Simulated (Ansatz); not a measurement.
**F on Mg(0001): change of the work function**

Aim: the work function of Mg(0001) at several coverages of F (fcc site), and the dipole that each adsorbate carries.

Program: Ansatz 0.2.0. Level of theory: plane-wave DFT, PBE, Ansatz PAW. Values are calculated unless marked as measured.

This is a report of a sequence of runs, with the program logs left out and the cost of each run kept.

### 1. The system as given

The cell holds 4 atoms: 4 Mg. Cell: a = 3.210 Å, b = 3.210 Å, c = 25.820 Å, α = 90.0°, β = 90.0°, γ = 60.0°. Vacuum lies along c.

### 2. The clean slab

The bare slab comes first, as the zero from which every change is counted. The two lowest layers are held at bulk places and the upper ones relax. The dipole correction removes the false field that a one-sided slab makes across the periodic vacuum, so each face gets a flat vacuum level of its own.

Contents of input.yaml:

```yaml
crystal:
  lattice:
    - [3.21, 0.0, 0.0]
    - [1.605, 2.7799415461, 0.0]
    - [0.0, 0.0, 25.81956]
  atoms:
    - { symbol: Mg, position: [0.6666666667, 0.6666666667, 0.3485729424] }
    - { symbol: Mg, position: [0.0, 0.0, 0.4495243141] }
    - { symbol: Mg, position: [0.6666666667, 0.6666666667, 0.5504756859] }
    - { symbol: Mg, position: [0.0, 0.0, 0.6514270576] }
kpoints:
  mp_grid: { grid: [12, 12, 1] }
hamiltonian:
  xc: pbe
scf:
  occupations: { method: fermi_dirac, width: 0.1 }
  convergence: { dr2_threshold: 1.0e-08 }
efield:
  axis: 3
  dipole_correction: true
  ramp_position: 0.97
  ramp_width: 0.06
relax:
  f_tol: 0.02
  max_steps: 60
  constraints: [{ sites: [0, 1] }]
output:
  write_potential: true
  write_density: true
  volumetric_format: npy
```

The run is started by

```bash
ansatz run input.yaml --threads 4 --pin off --max-ram 16384MiB --backend cpu --events-out ev --progress --plain --runs-dir out
```

Elapsed: 5.9 s, on 4 threads of Arm Neoverse V1, shared host; peak memory 0.48 GiB.

Relaxation path:

```tsv
step	energy less that of the first step (eV)	largest force component (eV/Å)
1	0.0000	0.0442
2	-0.0007	0.0154
```

The run keeps the 6 symmetry operations that the program found, so distortions that break them were not tested.

The atoms that moved most (Å):

```tsv
atom	dx	dy	dz	length
Mg4	0.000	0.000	0.029	0.029
Mg3	0.000	0.000	0.005	0.005
```

Read from the output:

```
energy at zero smearing   : -7694.5790 eV
work function, upper face : 3.787 eV
dipole along the normal   : 2.19e-4 e·Å
```

Running mean over 2.60652 Å of the planar mean; the ramp of the sawtooth is left out. Electron's electrostatic potential energy less the Fermi level against z:

```tsv
z (Å)	electron's electrostatic potential energy less the Fermi level (eV)
3.5	3.79
4.0	3.79
4.5	3.79
5.0	3.78
5.5	3.74
6.0	3.64
6.5	3.35
7.0	2.60
7.5	0.686
8.0	-2.09
8.5	-3.58
9.0	-4.02
9.5	-4.07
10.0	-4.04
10.5	-4.02
11.0	-4.01
11.5	-4.00
12.0	-3.99
12.5	-3.98
13.0	-3.98
13.5	-3.99
14.0	-4.00
14.5	-3.99
15.0	-3.95
15.5	-3.89
16.0	-3.97
16.5	-4.06
17.0	-3.95
17.5	-3.30
18.0	-1.31
18.5	1.45
19.0	2.90
19.5	3.47
20.0	3.68
20.5	3.75
21.0	3.78
21.5	3.78
22.0	3.79
22.5	3.79
```

The relaxation took 2 steps and lowered the energy by 7.4e-4 eV; the largest force on the free atoms ends at 0.015 eV/Å.

The work function of the upper face is 3.79 eV.

### 3. The covered slab, k-mesh 4×4×1, coverage 0.111 ML

System of this step: F/Mg(0001). The cell holds 37 atoms: 36 Mg and 1 F. Cell: a = 9.630 Å, b = 9.630 Å, c = 26.699 Å, α = 90.0°, β = 90.0°, γ = 60.0°. Vacuum lies along c.

The clean slab as it ended is repeated in the plane and the adsorbate is set on one face; the cell's size fixes the coverage, and the k-mesh shrinks with it to keep the sampling density about even. Adsorbate and upper layers relax, since the dipole depends on the height.

Contents of input.yaml:

```yaml
crystal:
  lattice:
    - [9.6299999999, 0.0, 0.0]
    - [4.815, 8.3398246384, 0.0]
    - [0.0, 0.0, 26.6993944582]
  atoms:
    - { symbol: Mg, position: [0.2222222222, 0.2222222222, 0.3370862966] }
    - { symbol: Mg, position: [0.0, 0.0, 0.4347109826] }
    - { symbol: Mg, position: [0.2222222222, 0.2222222222, 0.5325265896] }
    - { symbol: Mg, position: [0.0, 0.0, 0.6310347904] }
    - { symbol: Mg, position: [0.2222222222, 0.5555555556, 0.3370862966] }
    - { symbol: Mg, position: [0.0, 0.3333333333, 0.4347109826] }
    - { symbol: Mg, position: [0.2222222222, 0.5555555556, 0.5325265896] }
    - { symbol: Mg, position: [0.0, 0.3333333333, 0.6310347904] }
[... 25 atom lines left out ...]
    - { symbol: Mg, position: [0.6666666667, 0.6666666667, 0.4347109826] }
    - { symbol: Mg, position: [0.8888888889, 0.8888888889, 0.5325265896] }
    - { symbol: Mg, position: [0.6666666667, 0.6666666667, 0.6310347904] }
    - { symbol: F, position: [0.1111111111, 0.1111111111, 0.6629137034] }
kpoints:
  mp_grid: { grid: [4, 4, 1] }
hamiltonian:
  xc: pbe
scf:
  occupations: { method: fermi_dirac, width: 0.1 }
  convergence: { dr2_threshold: 1.0e-08 }
efield:
  axis: 3
  dipole_correction: true
  ramp_position: 0.97
  ramp_width: 0.06
relax:
  f_tol: 0.02
  max_steps: 60
  constraints:
    - { sites: [0, 1, 4, 5, 8, 9, 12, 13, 16, 17, 20, 21, 24, 25, 28, 29, 32, 33] }
output:
  write_potential: true
  write_density: true
  volumetric_format: npy
```

It took 5.7 min on 4 threads; peak memory 7.6 GiB; 17 min of CPU time.

This run has no spin polarisation although its electron count is odd.

Relaxation path:

```tsv
step	energy less that of the first step (eV)	largest force component (eV/Å)
1	0.0000	0.1818
2	-0.0205	0.1190
3	-0.0238	0.0490
4	-0.0239	0.0337
5	-0.0242	0.0011
```

Forces are held to the 6 operations that the program found; a distortion that breaks them can't arise in this run.

The atoms that moved most (Å):

```tsv
atom	dx	dy	dz	length
F37	0.000	0.000	0.092	0.092
Mg4	-0.010	-0.006	0.061	0.062
Mg16	0.010	-0.006	0.061	0.062
Mg8	0.000	0.012	0.061	0.062
Mg32	-0.027	0.016	-0.049	0.058
Mg24	0.000	-0.031	-0.049	0.058
Mg20	0.027	0.016	-0.049	0.058
Mg15	0.000	-0.003	-0.031	0.031
```

The relaxed structure:

```cif
data_structure
_symmetry_space_group_name_H-M 'P 1'
_symmetry_Int_Tables_number 1
_cell_length_a 9.6300
_cell_length_b 9.6300
_cell_length_c 26.6994
_cell_angle_alpha 90.000
_cell_angle_beta 90.000
_cell_angle_gamma 60.000
_cell_volume 2144.30
loop_
_atom_site_label
_atom_site_type_symbol
_atom_site_fract_x
_atom_site_fract_y
_atom_site_fract_z
_atom_site_occupancy
Mg1 Mg 0.22222 0.22222 0.33709 1
Mg2 Mg 0.00000 0.00000 0.43471 1
Mg3 Mg 0.22211 0.22211 0.53310 1
Mg4 Mg 0.99929 0.99929 0.63330 1
Mg5 Mg 0.22222 0.55556 0.33709 1
Mg6 Mg 0.00000 0.33333 0.43471 1
Mg7 Mg 0.22185 0.55574 0.53136 1
Mg8 Mg 0.99929 0.33475 0.63330 1
Mg9 Mg 0.22222 0.88889 0.33709 1
Mg10 Mg 0.00000 0.66667 0.43471 1
Mg11 Mg 0.22211 0.88911 0.53310 1
Mg12 Mg 0.00145 0.66594 0.63175 1
Mg13 Mg 0.55556 0.22222 0.33709 1
Mg14 Mg 0.33333 0.00000 0.43471 1
Mg15 Mg 0.55574 0.22185 0.53136 1
Mg16 Mg 0.33475 0.99929 0.63330 1
Mg17 Mg 0.55556 0.55556 0.33709 1
Mg18 Mg 0.33333 0.33333 0.43471 1
Mg19 Mg 0.55574 0.55574 0.53136 1
Mg20 Mg 0.33521 0.33521 0.62921 1
Mg21 Mg 0.55556 0.88889 0.33709 1
Mg22 Mg 0.33333 0.66667 0.43471 1
Mg23 Mg 0.55582 0.88876 0.53276 1
Mg24 Mg 0.33521 0.66292 0.62921 1
Mg25 Mg 0.88889 0.22222 0.33709 1
Mg26 Mg 0.66667 0.00000 0.43471 1
Mg27 Mg 0.88911 0.22211 0.53310 1
Mg28 Mg 0.66594 0.00145 0.63175 1
Mg29 Mg 0.88889 0.55556 0.33709 1
Mg30 Mg 0.66667 0.33333 0.43471 1
Mg31 Mg 0.88876 0.55582 0.53276 1
Mg32 Mg 0.66292 0.33521 0.62921 1
Mg33 Mg 0.88889 0.88889 0.33709 1
Mg34 Mg 0.66667 0.66667 0.43471 1
Mg35 Mg 0.88876 0.88876 0.53276 1
Mg36 Mg 0.66594 0.66594 0.63175 1
F37 F 0.11111 0.11111 0.66634 1
```

Read from the output:

- energy at zero smearing: -70061.5417 eV
- work function, upper face: 3.735 eV
- work function, lower face: 3.775 eV
- dipole along the normal: 0.01772 e·Å
- step between the vacuum levels: -0.03993 eV

Running mean over 2.60652 Å of the planar mean; the ramp of the sawtooth is left out. Table of electron's electrostatic potential energy less the Fermi level by z:

z (Å), electron's electrostatic potential energy less the Fermi level (eV) and a bar from the least value:
```
      3.5       3.77 ##############################
      4.0       3.77 ##############################
      4.5       3.77 ##############################
      5.0       3.76 ##############################
      5.5       3.73 ##############################
      6.0       3.62 #############################
      6.5       3.34 ############################
      7.0       2.59 ##########################
      7.5       0.67 ##################
      8.0      -2.11 ########
      8.5      -3.59 ##
      9.0      -4.03 #
      9.5      -4.07 #
     10.0      -4.04 #
     10.5      -4.02 #
     11.0      -4.01 #
     11.5      -4.01 #
     12.0      -4.00 #
     12.5      -4.00 #
     13.0      -4.00 #
     13.5      -4.01 #
     14.0      -4.00 #
     14.5      -3.99 #
     15.0      -3.93 #
     15.5      -3.84 #
     16.0      -3.97 #
     16.5      -4.21 
     17.0      -4.23 
     17.5      -3.62 ##
     18.0      -1.66 ##########
     18.5       1.09 ####################
     19.0       2.68 ##########################
     19.5       3.38 #############################
     20.0       3.63 #############################
     20.5       3.70 ##############################
     21.0       3.72 ##############################
     21.5       3.73 ##############################
     22.0       3.73 ##############################
     22.5       3.73 ##############################
     23.0       3.74 ##############################
     23.5       3.74 ##############################
```

The relaxation took 5 steps and lowered the energy by 0.024 eV; the largest force on the free atoms ends at 0.0011 eV/Å.

The covered face has 3.74 eV, -0.05 eV against the clean one; the bare back face has moved by -0.02 eV, a measure of how thin the slab is.

### 4. Adsorbate added, k-mesh 6×6×1, coverage 0.25 ML

System of this step: F/Mg(0001). The cell holds 17 atoms: 16 Mg and 1 F. Cell: a = 6.420 Å, b = 6.420 Å, c = 26.699 Å, α = 90.0°, β = 90.0°, γ = 60.0°. Vacuum lies along c.

Another coverage, to see how the dipoles act on each other as their distance changes.

Contents of input.yaml:

```yaml
crystal:
  lattice:
    - [6.4199999999, 0.0, 0.0]
    - [3.21, 5.5598830922, 0.0]
    - [0.0, 0.0, 26.6993944582]
  atoms:
    - { symbol: Mg, position: [0.3333333333, 0.3333333333, 0.3370862966] }
    - { symbol: Mg, position: [0.0, 0.0, 0.4347109826] }
    - { symbol: Mg, position: [0.3333333333, 0.3333333333, 0.5325265896] }
    - { symbol: Mg, position: [0.0, 0.0, 0.6310347904] }
    - { symbol: Mg, position: [0.3333333333, 0.8333333333, 0.3370862966] }
    - { symbol: Mg, position: [0.0, 0.5, 0.4347109826] }
    - { symbol: Mg, position: [0.3333333333, 0.8333333333, 0.5325265896] }
    - { symbol: Mg, position: [0.0, 0.5, 0.6310347904] }
    - { symbol: Mg, position: [0.8333333333, 0.3333333333, 0.3370862966] }
    - { symbol: Mg, position: [0.5, 0.0, 0.4347109826] }
    - { symbol: Mg, position: [0.8333333333, 0.3333333333, 0.5325265896] }
    - { symbol: Mg, position: [0.5, 0.0, 0.6310347904] }
    - { symbol: Mg, position: [0.8333333333, 0.8333333333, 0.3370862966] }
    - { symbol: Mg, position: [0.5, 0.5, 0.4347109826] }
    - { symbol: Mg, position: [0.8333333333, 0.8333333333, 0.5325265896] }
    - { symbol: Mg, position: [0.5, 0.5, 0.6310347904] }
    - { symbol: F, position: [0.1666666667, 0.1666666667, 0.6629137034] }
kpoints:
  mp_grid: { grid: [6, 6, 1] }
hamiltonian:
  xc: pbe
scf:
  occupations: { method: fermi_dirac, width: 0.1 }
  convergence: { dr2_threshold: 1.0e-08 }
efield:
  axis: 3
  dipole_correction: true
  ramp_position: 0.97
  ramp_width: 0.06
relax:
  f_tol: 0.02
  max_steps: 60
  constraints: [{ sites: [0, 1, 4, 5, 8, 9, 12, 13] }]
output:
  dos: { projected: true, e_range: [-8, 4] }
  write_potential: true
  write_density: true
  volumetric_format: npy
  elf: true
```

The job ended after 75 s (4 threads; peak memory 2.3 GiB).

The steps of the relaxation:

```tsv
step	energy less that of the first step (eV)	largest force component (eV/Å)
1	0.0000	0.1883
2	-0.0217	0.1221
3	-0.0254	0.0534
4	-0.0256	0.0378
5	-0.0260	0.0018
```

The run keeps the 6 symmetry operations that the program found, so distortions that break them were not tested.

The atoms that moved most (Å):

```tsv
atom	dx	dy	dz	length
Mg16	0.000	0.000	-0.126	0.126
F17	0.000	0.000	0.083	0.083
Mg8	0.000	0.017	0.058	0.061
Mg12	0.015	-0.008	0.058	0.061
Mg4	-0.015	-0.008	0.058	0.061
Mg7	0.000	0.012	-0.007	0.013
Mg3	-0.010	-0.006	-0.007	0.013
Mg11	0.010	-0.006	-0.007	0.013
```

Final coordinates:

```xyz
17
Lattice="6.4200 0.0000 0.0000 3.2100 5.5599 0.0000 0.0000 0.0000 26.6994" Properties=species:S:1:pos:R:3
Mg    3.2100    1.8533    9.0000
Mg    0.0000    0.0000   11.6065
Mg    3.1999    1.8475   14.2115
Mg   -0.0146   -0.0084   16.9064
Mg    4.8150    4.6332    9.0000
Mg    1.6050    2.7799   11.6065
Mg    4.8150    4.6449   14.2115
Mg    1.6050    2.7968   16.9064
Mg    6.4200    1.8533    9.0000
Mg    3.2100    0.0000   11.6065
Mg    6.4301    1.8475   14.2115
Mg    3.2246   -0.0084   16.9064
Mg    8.0250    4.6332    9.0000
Mg    4.8150    2.7799   11.6065
Mg    8.0250    4.6332   14.2180
Mg    4.8150    2.7799   16.7224
F     1.6050    0.9266   17.7822
```

This step gave:

```yaml
energy_at_zero_smearing: -31588.6599 eV
work_function_upper_face: 3.685 eV
work_function_lower_face: 3.769 eV
dipole_along_the_normal: 0.01653 e·Å
step_between_the_vacuum_levels: -0.08379 eV
```

The density of states has structure finer than the step of the table below, so its rows give means over 0.25 eV. Peaks (eV: height): -7.250: 49.9, -6.770: 36.7, -1.560: 16.6, -0.720: 19.6, 0.360: 15.5, 0.960: 15.8, 1.950: 18.9.

Table of density of states by energy, zero at the Fermi level; means over each step:

```tsv
energy (eV)	density of states (states/eV a cell)
-7.50	0
-7.25	11.0
-7.00	0.0777
-6.75	7.03
-6.50	0.169
-6.25	1.72
-6.00	1.60
-5.75	1.57
-5.50	3.27
-5.25	2.62
-5.00	3.10
-4.75	3.91
-4.50	2.50
-4.25	3.30
-4.00	5.97
-3.75	4.57
-3.50	3.84
-3.25	3.45
-3.00	6.88
-2.75	5.60
-2.50	4.79
-2.25	4.97
-2.00	5.66
-1.75	8.26
-1.50	7.95
-1.25	3.06
-1.00	7.75
-0.75	9.77
-0.50	6.48
-0.25	8.47
0.00	7.25
0.25	8.28
0.50	3.96
0.75	7.64
1.00	9.52
1.25	8.90
1.50	8.52
1.75	9.06
```

Projected DOS per atom over height of the atomic layer and energy from the Fermi level. Layers: Mg4 Mg4 Mg4 Mg4 F from below.

Ten even steps from '_' (0.0 states/eV) to '@' (8.1 states/eV), each cell a mean:
```
__________
__________
__________
__________
__________
__________
__________
__________
__________
__________
__________
__________
__________
__________
__________
__________
__________
__________
__________
________==
________@@
__________
```
Columns: height of the atomic layer (Å) from 9 to 17.8 (not evenly spaced); rows upwards: energy from the Fermi level (eV) from -7.96 to 1.95.

ELF in the ca plane at fractional y = 0.000, with atoms of Mg within 0.2 Å of it. It is the smooth field of the valence electrons, not physical close to the nuclei.

Ten even steps from '0' (0.00) to '9' (0.76), each cell a mean:
```
98741444315888888612545102110000000000000000
77752132126776677630232135421000000000000000
24565311356632235653223587531000000000000000
02466766666410014556789998631000000000000000
02466766666410014556789998631000000000000000
24665211356642235653223587531000000000000000
77752133126776677631232135421000000000000000
98741444315888887612444102110000000000000000
98741434415888888613435200000000000000000000
88751244216787788721443000000000000000000000
45663111146753357751011221000000000000000000
12566544566520025763113553100000000000000000
01467777766410014663124664200000000000000000
12566544566520025763113553100000000000000000
45663111146753357751000221000000000000000000
88751254216787788721443000000000000000000000
98741434415888888613435200000000000000000000
```
Columns run along c (16.0 Å, from fractional 0.35 to 0.95 of the cell), rows up along a (6.4 Å). Atoms in or near the plane, at fractional coordinates: Mg at (0.43, 0.00), Mg at (0.63, 0.00), Mg at (0.43, 0.50), Mg at (0.63, 0.50).

Valence density in the ca plane at fractional y = 0.000, with atoms of Mg within 0.2 Å of it. It is the smooth field of the valence electrons, not physical close to the nuclei.

Ten steps, logarithmic in the rise over the least value, from '0' (0 e/Å³) to '9' (24 e/Å³), each cell a mean:
```
00001588410000000002796100000000000000000000
00000133100000000001342000000000000000000000
00000000000000000000000000000000000000000000
00000000000000000000000000000000000000000000
00000000000000000000000000000000000000000000
00000000000000000000000000000000000000000000
00000143100000000001342000000000000000000000
00001588410000000002797100000000000000000000
00001699510000000003897200000000000000000000
00000366300000000001564100000000000000000000
00000011000000000000111100000000000000000000
00000000000000000000001110000000000000000000
00000000000000000000001110000000000000000000
00000000000000000000001110000000000000000000
00000011000000000000111100000000000000000000
00000366300000000001564100000000000000000000
00001699510000000003897200000000000000000000
```
Columns run along c (16.0 Å, from fractional 0.35 to 0.95 of the cell), rows up along a (6.4 Å). Atoms in or near the plane, at fractional coordinates: Mg at (0.43, 0.00), Mg at (0.63, 0.00), Mg at (0.43, 0.50), Mg at (0.63, 0.50).

Electrostatic potential energy in the ca plane at fractional y = 0.000, with atoms of Mg within 0.2 Å of it. With pseudopotentials it is smooth inside the atoms' cores, unlike the true potential.

Values in eV, 9 rows by 16 columns, each cell a mean:
```
  1  -5 -35  -6   1   1  -1 -31 -16   2   3   4   4   4   4   4
 -2   0  -3   0  -2  -3   1  -3  -1   3   4   4   4   4   4   4
 -3   1  -1   1  -3  -4   1  -1   1   3   4   4   4   4   4   4
  1  -4 -26  -4   1   0  -1 -24 -12   2   4   4   4   4   4   4
  2  -8 -48 -10   2   2  -2 -42 -23   1   3   4   4   4   4   4
  0  -2 -15  -2   0  -1   0 -13  -6   3   4   4   4   4   4   4
 -3   1   0   1  -3  -5   1   0   1   3   4   4   4   4   4   4
 -1  -1  -8  -1  -1  -2   0  -7  -3   3   4   4   4   4   4   4
  2  -7 -44  -9   2   2  -2 -38 -20   2   4   4   4   4   4   4
```
Columns run along c (16.0 Å, from fractional 0.35 to 0.95 of the cell; values clipped at the 3rd and 97th percentile), rows up along a (6.4 Å). Atoms in or near the plane, at fractional coordinates: Mg at (0.43, 0.00), Mg at (0.63, 0.00), Mg at (0.43, 0.50), Mg at (0.63, 0.50).

The relaxation took 5 steps and lowered the energy by 0.026 eV; the largest force on the free atoms ends at 0.0018 eV/Å.

By hand: a sheet of dipoles makes a step −p/(ε₀A) in the electron's potential. With e/ε₀ = 180.95 V·Å, p = 0.01653 e·Å and A = 35.69 Å², that is −180.95 × (0.01653) / 35.69 = -0.084 eV, and the two vacuum levels of the run differ by -0.084 eV.

The covered face has 3.69 eV, -0.10 eV against the clean one; the bare back face has moved by -0.02 eV, a measure of how thin the slab is.

(Part 1 of 2 ends here.)

[Long decimals in the printed logs are rounded to 6 places.]

[Logs are printed without paths, hosts, clocks, repeated set-up lines and the standing remarks that a program may print on its own settings, such as how far it seeks lower states.]

[Hosts, paths, dates, database ids (printed as entryN), source tags and the programs' standing remarks are cut or masked in the printed files.]

[Maps of the electrostatic potential energy from Ansatz leave out the sawtooth potential of an applied field or a dipole correction, so their vacuum need not be flat; planar profiles and work functions include it.]

[The density of states shown here was stored with 400 of the rows of the run's finer table, so its peaks can read low, often by over a quarter, or be missed, and its means over a window can be off by a tenth or more.]
